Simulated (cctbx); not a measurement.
## Lattice, Laue class and space group of a new crystal

Cell: a = 5.1760 Å, b = 5.1760 Å, c = 8.0770 Å, α = 90.00°, β = 90.00°, γ = 120.00°. Expected content of the cell: Nd2 Sr2 Zn2.

The data are simulated with cctbx, not measured: Mo Kα, λ = 0.71073 Å, to d = 0.6 Å, 50 % of the full sphere, strongest reflection 5000 counts, noise from counting, a 6 % proportional error and a noise floor of 2 counts (s.d.); no absorption.

A first pass over the reflections prints:

```text
1845 reflections to d = 0.600 A
centring   violations  <I/sigma> of those
    A        650 of   940      7.2
    B        658 of   921      7.6
    C        686 of   935      7.7
    I        683 of   953      7.6
    R        884 of  1243      7.3
    F        997 of  1398      7.5
Laue class    unique    Rint  (classes that these axes allow; Friedel mates merged)
P -1             1354   0.058
P 1 1 2/m         879   0.060
P -3              597   0.063
P -3 1 m          349   0.068
P -3 m 1          383   0.066
P 6/m             325   0.068
P 6/m m m         227   0.070
space group    extra absences  I>4sigma  <I/sigma>
P 6 2 2                 0          0         -  acentric
P 63 2 2                9          0       0.3  acentric
P 6 m m                 0          0         -  acentric
P 63 m c              138          0      -0.0  acentric
P -6 m 2                0          0         -  acentric
P -6 2 m                0          0         -  acentric
P -6 2 c              138          0      -0.0  acentric
P 6/m m m               0          0         -  centric
P 63/m m c            138          0      -0.0  centric
Wilson B = 0.70 A^2   <|E^2-1|> = 0.665 (0.968 centric, 0.736 acentric)   E^2>4: 0.0 %
shell (A)         n   <I/sigma>
 8.08 - 1.20     38     19.1
 1.20 - 0.95     31     23.2
 0.95 - 0.83     30     15.9
 0.83 - 0.76     24     21.7
 0.76 - 0.70     29     18.9
 0.70 - 0.66     22     16.9
 0.66 - 0.63     28     16.4
 0.63 - 0.60     25     15.1
```

Q: Read the symmetry from these tables.

Every centring test has many violations, so the lattice is primitive.

Rint stays low (0.058 to 0.070) up to P 6/m m m, the highest class in these axes.

9 settings pass the absence test. The most absences obeyed, 138, belong to P 63 m c, P -6 2 c and P 63/m m c, which absences can't tell apart.

⟨|E²−1|⟩ = 0.665 leans to a non-centrosymmetric structure, or to twinning, which lowers it. The Wilson B of 0.70 Å² means U ≈ 0.0089 Å².

The true group is P6_3mc (no. 186), Laue class 6/mmm, non-centrosymmetric. The tables only narrow the choice to the tied entries; cell content, site symmetry and trial solutions must settle it.

The model is made up (kin elements in a known structure type, no relaxation), so it says nothing on whether the phase exists.

[Logs are printed without paths, hosts, clocks, repeated set-up lines and the standing remarks that a program may print on its own settings, such as how far it seeks lower states.]
